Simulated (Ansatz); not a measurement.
# TiTe2 monolayer (2H): from the cell to its phonons, part 2 of 3

Aim: the vibrations of TiTe2 monolayer (2H), their spectra, and whether the structure is stable.

Ansatz 0.2.0; DFT PBE, scalar-relativistic, plane waves, PAW.

So far: Starting point; Bringing the structure to rest.

### Step 3. Relaxing to small forces for the phonons

Phonons need a cell at rest on their own settings, so the relaxation is repeated with tight tolerances on forces and stress on the k mesh and occupations of the first response run.

Input file input.yaml:

```yaml
crystal:
  lattice:
    - [3.7474922156, 0.0, 0.0]
    - [-1.8737461078, 3.2454234592, 0.0]
    - [0.0, 0.0, 31.0]
  atoms:
    - { symbol: Ti, position: [0.3333333333, 0.6666666667, 0.3225806452] }
    - { symbol: Te, position: [0.6666666667, 0.3333333333, 0.3802030184] }
    - { symbol: Te, position: [0.6666666667, 0.3333333333, 0.2649582719] }
  periodic: [true, true, false]
kpoints:
  mp_grid: { grid: [12, 12, 1] }
hamiltonian:
  xc: pbe
scf:
  occupations: { method: gaussian, width: 0.01 }
output:
  forces: true
  stress: true
  eigenvalues: true
  write_density: true
  write_potential: true
  elf: true
  volumetric_format: npy
relax:
  adjacent_minimum: "off"
  f_tol: 0.001
  max_steps: 60
  cell: { stress_2d_tol: 0.002 }
```

Command:

```sh
ansatz run input.yaml --threads 8 --pin off --max-ram 14336MiB --backend cpu --events-out ev --progress --plain --runs-dir out
```

Numbers of over 12 decimals in the logs are rounded to 6 here.

What it wrote:

```text
[...]
Crystal: 3 atoms, lattice volume = 377.028 Å³
Basis set: ecut = 420 eV, 7399 PW (Γ), exchange–correlation on 54×54×432 points (8 copies of the dense FFT grid, shifted against one another)
Bands: 27, of which v1, the nominal top of the filled ones, is band 22 counted from 1 (21 counted from 0)
Symmetry: 12 space group operations
[...]
--- Relaxed structure (2 steps of the walk, 2 accepted, 1 SCFs on fresh bases) ---
[...]
cell:  # Å, volume = 377.0588 Å³
    - [3.747644, 0.0, 0.0]
    - [-1.873822, 3.245555, 0.0]
    - [0.0, 0.0, 31.0]
  atoms:
    - { symbol: Ti, position: [0.333333, 0.666667, 0.322581] }
    - { symbol: Te, position: [0.666667, 0.333333, 0.380199] }
    - { symbol: Te, position: [0.666667, 0.333333, 0.264962] }
[key lines of the parts left out:]
SCF converged after 10 iterations
Free energy (F): -16461.352754 eV
Fermi energy:    -5.221562 eV
P = ½ c Tr σ = 0.0009 N/m
```

Elapsed: 11 s, on 8 threads of AMD EPYC 7R43, shared host; peak memory 1.1 GiB; 75 s of CPU time.

Little changed from the start: no atom moved by 0.005 Å and no cell edge by 0.1 %.

Numbers from this step:

| Property | Result |
| --- | --- |
| gap on the k-mesh | 0.1818 eV |
| direct gap on mesh | 0.5322 eV |

ELF in the ac plane at fractional y = 0.333, with atoms of Te within 0.2 Å of it. It is the smooth field of the valence electrons, not physical close to the nuclei.

Ten even steps from '_' (0.00) to '@' (0.75), each cell a mean:
```
____________________________
____________________________
____________________________
____________________________
____________________________
____________________________
____________________________
____________________________
____________________________
____________________________
____________________________
____________________________
______________..::::::....__
--..____::++%%@@@@@@@@@@%%**
##==::--**%%##++--::--==**##
++--::::++**##**======++**##
--......::==++++++==++++++++
##++::==####**==......--++##
++::__..==##@@@@@@@@@@@@@@%%
__________..::==++++++==--::
____________________________
____________________________
____________________________
____________________________
```
Columns run along a (3.7 Å), rows up along c (31.0 Å). Atoms in or near the plane, at fractional coordinates: Te at (0.67, 0.38), Te at (0.67, 0.26).

Valence density in the ac plane at fractional y = 0.333, with atoms of Te within 0.2 Å of it. It is the smooth field of the valence electrons, not physical close to the nuclei.

Ten steps, logarithmic in the rise over the least value, from '0' (0 e/Å³) to '9' (10 e/Å³), each cell a mean:
```
00000000000000
00000000000000
00000000000000
00000000000000
00000000000000
00000000000000
00000000000000
00000000000000
00000000000000
00000000000000
00000000000000
00000000000000
00000000000000
00000011111110
21112346899753
22112234676533
21222222333322
21112347999853
10000123444321
00000000000000
00000000000000
00000000000000
00000000000000
00000000000000
```
Columns run along a (3.7 Å), rows up along c (31.0 Å). Atoms in or near the plane, at fractional coordinates: Te at (0.67, 0.38), Te at (0.67, 0.26).

Electrostatic potential energy in the ac plane at fractional y = 0.333, with atoms of Te within 0.2 Å of it. With pseudopotentials it is smooth inside the atoms' cores, unlike the true potential.

Ten even steps from '0' (-18 eV) to '9' (0 eV), each cell a mean:
```
99999999999999
99999999999999
99999999999999
99999999999999
99999999999999
99999999999999
99999999999999
99999999999999
99999999999999
99999999999999
99999999999999
99999999999999
99999999999999
99999998878899
78887413666412
66666533454335
65455665555566
68887303898501
89999865454567
99999999999999
99999999999999
99999999999999
99999999999999
99999999999999
```
Columns run along a (3.7 Å; values clipped at the 3rd and 97th percentile), rows up along c (31.0 Å). Atoms in or near the plane, at fractional coordinates: Te at (0.67, 0.38), Te at (0.67, 0.26).

The largest force component left is 0.63 meV/Å, within the tolerances set.

### Step 4. Modes at Γ

The zone centre comes first: it holds the modes that light can see, as far as symmetry allows. No field response is asked.

input.yaml, the sections that differ from step 3:

```yaml
crystal:
  lattice:
    - [3.7476444032, 0.0, 0.0]
    - [-1.8738222016, 3.2455552575, 0.0]
    - [0.0, 0.0, 31.0]
  atoms:
    - { symbol: Ti, position: [0.3333333333, 0.6666666667, 0.3225806452] }
    - { symbol: Te, position: [0.6666666667, 0.3333333333, 0.3801991612] }
    - { symbol: Te, position: [0.6666666667, 0.3333333333, 0.2649621291] }
  periodic: [true, true, false]
output:
  eigenvalues: true
phonons:
  method: dfpt
# kpoints, hamiltonian, scf: as in step 3
# relax: removed
```

What it wrote:

```text
Warning: crystal.symmetry: narrowed to the stabiliser of the run's FFT grids — unitary ops 12 → 6. A phonons.method: dfpt run fills in the rows of the dynamical matrix that it does not solve by its symmetry operations, which is exact only for operations that map its FFT grids onto themselves: filled in by any other, the frequencies could depend on the order in which like atoms are typed, or, by more than the grids' own error, on where the crystal sits among the grids' points. Excluded: 6 operations. The run can therefore solve more perturbations, solve them on more k-points, or both, and cost more. [rest of the remark cut]
[...]
Crystal: 3 atoms, lattice volume = 377.059 Å³
Basis set: ecut = 420 eV, 7399 PW (Γ), exchange–correlation on 54×54×432 points (8 copies of the dense FFT grid, shifted against one another)
Bands: 27, of which v1, the nominal top of the filled ones, is band 22 counted from 1 (21 counted from 0)
Symmetry: 12 space group operations
k-points: 43 of 144 (irreducible under 2 space group operations, time reversal used)
[...]
SCF iter   1: F=—  HF=-16461.360524 eV  |F-HF|=—  |Δ(HF+E_count)|=         —  Δρ=3.45e-3  dr2=1.05e-1  ethr=1.77e-3  ⟨swp⟩=15.0  Hψ=7993  notcnv=0
[...]
SCF iter  13: F=-16461.352754 eV  HF=-16461.352754 eV  |F-HF|=6.91e-11  |Δ(HF+E_count)|=  1.09e-11  Δρ=7.70e-9  dr2=5.58e-13  ethr=1.00e-12  ⟨swp⟩=6.3  Hψ=4779  notcnv=0
SCF 1 converged in 13 iterations: F = -16461.352754 eV  dr2 = 5.58e-13
[...]
DFPT response loops at Γ: preconditioner auto → none (the input reference at scf.mixing.eps_inf says where Resta's filter doesn't serve); β = 0.50; Broyden in place of MSR1
SCF converged after 13 iterations
Free energy (F): -16461.352754 eV
[...]
Internal energy: -16461.352754 eV  (E = F + TS)
E sigma→0 (E₀):  -16461.352754 eV
Fermi energy:    -5.221562 eV
[...]
--- Band table (eV; the first three rows and the last of 43) ---
  k-point 0: bands = [... 18 lower, -6.0424, -6.0424, -5.3122, -5.3122, -4.4289, -2.5103, -2.5103, -2.3724, ... 1 higher]
  k-point 1: bands = [... 18 lower, -6.2933, -6.0120, -5.4239, -5.4124, -4.4606, -2.7884, -2.7093, -2.5164, ... 1 higher]
  k-point 2: bands = [... 18 lower, -6.5212, -5.9301, -5.7239, -5.6966, -4.5964, -3.1633, -3.0953, -2.8507, ... 1 higher]
  k-point 42: bands = [... 18 lower, -7.8566, -7.3665, -7.2194, -5.9126, -4.7090, -3.5325, -3.3861, -2.9585, ... 1 higher]
--- Phonons (Γ-DFPT): 6 representative perturbations + reference, on 43 of 144 k-points (Σ response iterations 25) ---
  ASR residual: 7.353e-5 → 0.000e0 eV/Å²; symmetrization residual: 3.561e-5 eV/Å²
  The last average, over the group as it would stand without the narrowing to the FFT grids, took up to 3.822e-6 eV/Å² of the zone centre's force constants
  ASR residual per site (eV/Å²): 7.35e-5 3.78e-5 3.29e-5
  Γ frequencies (cm⁻¹): 0.00 0.00 0.00 57.10 57.10 147.26 187.22 187.22 255.78
  non-analytic LO–TO correction: not included (Born effective charges unavailable; polar crystals: no LO–TO splitting at Γ)
```

The job ended after 52 s (8 threads; peak memory 2.1 GiB).

In the SCF lines HF is the Harris–Foulkes energy and dr2 the Hartree energy of the density residual, in eV; the loop may stop once dr2 is under the threshold and the program's other checks hold. Hψ counts applications of the Hamiltonian.

Numbers from this step:

```
sum-rule residual before enforcement                    : 7.35e-5 eV/Å²
point group                                             : -6m2
highest optical mode at the zone centre (no LO-TO term) : 255.8 cm⁻¹
lowest optical zone-centre mode                         : 57.1 cm⁻¹
```

Without the LO-TO term. Patterns of degenerate modes are one choice out of their space. Modes at Γ, with each element's share of the kinetic energy:

```csv
mode,frequency (cm⁻¹),symmetry,Ti %,Te %
1,0.0,acoustic,16,84
2,0.0,acoustic,16,84
3,0.0,acoustic,16,84
4,57.1,E'',0,100
5,57.1,E'',0,100
6,147.3,A1',0,100
7,187.2,E',84,16
8,187.2,E',84,16
9,255.8,A2'',84,16
```

Displacements in mode 5 (57.1 cm⁻¹), the largest set to 1:
```
Ti1  0.00  0.00  0.00
Te2 -1.00 -0.47  0.00
Te3  1.00  0.47  0.00
```

Displacements in mode 7 (187.2 cm⁻¹), the largest set to 1:
```
Ti1  1.00  0.00  0.00
Te2 -0.19  0.00  0.00
Te3 -0.19  0.00  0.00
```

Before it was imposed, the acoustic sum rule was missed by 7.4e-5 eV/Å². Small misses are needed for a sound result but don't prove that mesh and cutoff are converged. The lowest optical mode is real, 57.1 cm⁻¹.

### Step 5. Response at finite wavevector

Stability and thermal properties need the whole zone. Linear response on a 3×3×1 q mesh gives force constants as far as a supercell of that size would.

input.yaml: that of step 4 with these lines changed.

```diff
@@ -20 +20,10 @@
   method: dfpt
+  qmesh: [3, 3, 1]
+  temperatures: { t_max: 1000, t_step: 50 }
+  qpath:
+    path:
+      - [0.0, 0.0, 0.0]
+      - [0.5, 0.0, 0.0]
+      - [0.33333333, 0.33333333, 0.0]
+      - [0.0, 0.0, 0.0]
+    npoints: 10
```

What it wrote:

```text
[...]
Crystal: 3 atoms, lattice volume = 377.059 Å³
Basis set: ecut = 420 eV, 7399 PW (Γ), exchange–correlation on 54×54×432 points (8 copies of the dense FFT grid, shifted against one another)
Bands: 27, of which v1, the nominal top of the filled ones, is band 22 counted from 1 (21 counted from 0)
Symmetry: 12 space group operations
k-points: 19 of 144 (irreducible under 6 space group operations, time reversal used)
[...]
SCF iter   1: F=—  HF=-16461.360566 eV  |F-HF|=—  |Δ(HF+E_count)|=         —  Δρ=3.44e-3  dr2=1.04e-1  ethr=1.77e-3  ⟨swp⟩=14.7  Hψ=3445  notcnv=0
[...]
SCF iter  13: F=-16461.352754 eV  HF=-16461.352754 eV  |F-HF|=5.09e-11  |Δ(HF+E_count)|=  2.91e-11  Δρ=2.29e-8  dr2=4.27e-12  ethr=1.00e-12  ⟨swp⟩=5.6  Hψ=2256  notcnv=0
SCF 1 converged in 13 iterations: F = -16461.352754 eV  dr2 = 4.27e-12
[...]
NSCF: frozen V_eff on 19 k-points
[...]
DFPT response loops at q = (0, 0, 0) (fractional): preconditioner auto → none (the input reference at scf.mixing.eps_inf says where Resta's filter doesn't serve); β = 0.50; Broyden in place of MSR1
[...]
SCF converged after 13 iterations
Free energy (F): -16461.352754 eV
[...]
Internal energy: -16461.352754 eV  (E = F + TS)
E sigma→0 (E₀):  -16461.352754 eV
Fermi energy:    -5.221561 eV
[...]
--- Band table (eV; the first three rows and the last of 19) ---
  k-point 0: bands = [... 18 lower, -6.0424, -6.0424, -5.3122, -5.3122, -4.4289, -2.5103, -2.5103, -2.3724, ... 1 higher]
  k-point 1: bands = [... 18 lower, -6.2933, -6.0120, -5.4239, -5.4124, -4.4606, -2.7884, -2.7093, -2.5164, ... 1 higher]
  k-point 2: bands = [... 18 lower, -6.5212, -5.9301, -5.7239, -5.6966, -4.5964, -3.1633, -3.0952, -2.8507, ... 1 higher]
  k-point 18: bands = [... 18 lower, -8.4447, -7.6618, -7.6452, -5.9875, -4.4787, -3.7787, -3.0216, -2.9918, ... 1 higher]
--- Phonons (Γ-DFPT): 6 representative perturbations + reference (Σ response iterations 23) ---
  ASR residual: 7.901e-5 → 0.000e0 eV/Å²; symmetrization residual: 5.864e-5 eV/Å²
[...]
ASR residual per site (eV/Å²): 7.90e-5 4.84e-5 5.10e-5
  Γ frequencies (cm⁻¹): 0.00 0.00 0.00 57.10 57.10 147.26 187.22 187.22 255.78
--- Phonons (arbitrary-q DFPT): 3 irreducible q on the 3×3×1 mesh ---
  q = [0.0000, 0.0000, 0.0000] (star 1, of the zone-centre solve; hermiticity 1.21e-5, symmetrization 6.93e-12, taken by the last average 4.95e-7): 0.00 0.00 0.00 57.10 57.10 147.26 187.22 187.22 255.78
  q = [0.0000, 0.3333, 0.0000] (star 6, 9 solved perturbations on 78 of 144 k-point pairs; hermiticity 4.73e-6, symmetrization 1.13e-9, taken by the last average 5.10e-7): 39.00 62.53 69.51 100.98 101.68 128.08 187.77 200.33 258.37
  q = [0.3333, 0.3333, 0.0000] (star 2, 6 solved perturbations in 327 linear systems a pass and spin channel, the states on 78 of 144 k-point pairs; hermiticity 4.52e-6, symmetrization 1.37e-7, taken by the last average 5.16e-7): 54.78 96.60 99.45 101.97 106.81 118.63 141.51 218.14 255.03
  sum rule: each row above includes the acoustic sum rule's correction from the zone centre's row sums; it moved no ω² by more than (0.67 cm⁻¹)²
  mesh force constants: q→R imaginary residual 1.43e-16; ASR residual 7.901e-5 → 0.000e0 eV/Å²; symmetrization residual 6.217e-15 eV/Å²
  interpolated dispersion: 31 rows × 9 modes
  density of states and harmonic sums: on the 21×21×1 q-mesh, interpolated from the force constants of a 3×3×1 supercell (no non-analytic term)
  largest difference from the sums on the solved wave vectors: F 1.07e-1 eV, S 1.34e-4 and C_V 2.70e-5 eV/K
  zero-point energy: 0.070325 eV/cell   skipped modes (ω ≤ 0): 4, of them read as no rigid motion or as one in doubt: 1 (1.361e-2 modes/cell left out, lowest -2.11 cm⁻¹)   left out of the sums: 2.27e-3 of the cell's modes: C_V's classical limit lies that fraction below 3 k_B per atom; for a crystal, a wire or a layer, F and S can be off by more, and a phonons.interpolated_qmesh denser along its periods is the remedy for the sampling
```

Run time: 3.4 min. Hardware: 8 threads; peak memory 2.7 GiB.

Numbers from this step:

```
sum-rule residual before enforcement                    : 7.90e-5 eV/Å²
lowest frequency on the path                            : -2.184 cm⁻¹
highest frequency on the path or at a solved wavevector : 272.8 cm⁻¹
mean frequency                                          : 126.4 cm⁻¹
lowest mode on the q mesh (acoustic modes at Γ apart)   : 39 cm⁻¹
zero-point energy per atom                              : 23.44 meV
heat capacity at 300 K                                  : 23.94 J/(mol atoms K)
vibrational entropy at 300 K                            : 42.51 J/(mol atoms K)
```

Frequencies (cm⁻¹) solved at each irreducible wavevector; negative means imaginary. Frequencies by wavevector, by row:

```csv
q in reciprocal lattice units,star,mode 1,mode 2,mode 3,mode 4,mode 5,mode 6,mode 7,mode 8,mode 9
0 0 0,1,0,0,0,57.1,57.1,147.3,187.2,187.2,255.8
0 0.3333 0,6,39,62.5,69.5,101,101.7,128.1,187.8,200.3,258.4
0.3333 0.3333 0,2,54.8,96.6,99.5,102,106.8,118.6,141.5,218.1,255
```

Interpolated from a 3×3×1 q mesh, without the LO-TO term. Phonon branches along the path, in cm⁻¹:

```csv
point,branch 1,branch 2,branch 3,branch 4,branch 5,branch 6,branch 7,branch 8,branch 9
Γ,0,0,0,57,57,147,187,187,256
halfway,26,51,64,84,89,132,199,213,240
M,57,73,76,108,112,129,159,199,273
halfway,52,83,92,106,106,124,152,208,264
K,55,97,99,102,107,119,142,218,255
halfway,26,61,73,90,93,129,201,204,246
Γ,0,0,0,57,57,147,187,187,256
```

The phonon branches as a text plot (rows in cm⁻¹):

```
    267 |               *************
    256 |***        ****             ***************         ****
    244 |   ****  **                                **     **
    233 |       **                                    *****
    221 |                             *******         *****
    210 |     **  **              ****       *******       **
    198 |   **********************                  *******
    187 |*****        **                          **       ******
    175 |               **
    164 |                 *****                ***
    152 |*                     ******        **                 *
    141 | ********                   ********            *******
    130 |         ******************              *******
    118 |                           **************
    107 |             ****************************
     95 |           **             *******************
     84 |       ****           ******        *******  ***
     72 |     ****  **************                ***********
     61 |***************    ***                     *************
     49 |     **  **    ****   ****************       ***
     38 |   ******  ****                       *****     ****
     26 |   **    **                                **     *****
     15 | **  ****                                    *****  ***
      4 |*****                                             ******
         Γ                   M           K                      Γ
```

(Continued in part 3 of 3.)

[Logs are printed without paths, hosts, clocks, repeated set-up lines and the standing remarks that a program may print on its own settings, such as how far it seeks lower states.]

[Hosts, paths, dates, database ids (printed as entryN), source tags and the programs' standing remarks are cut or masked in the printed files.]
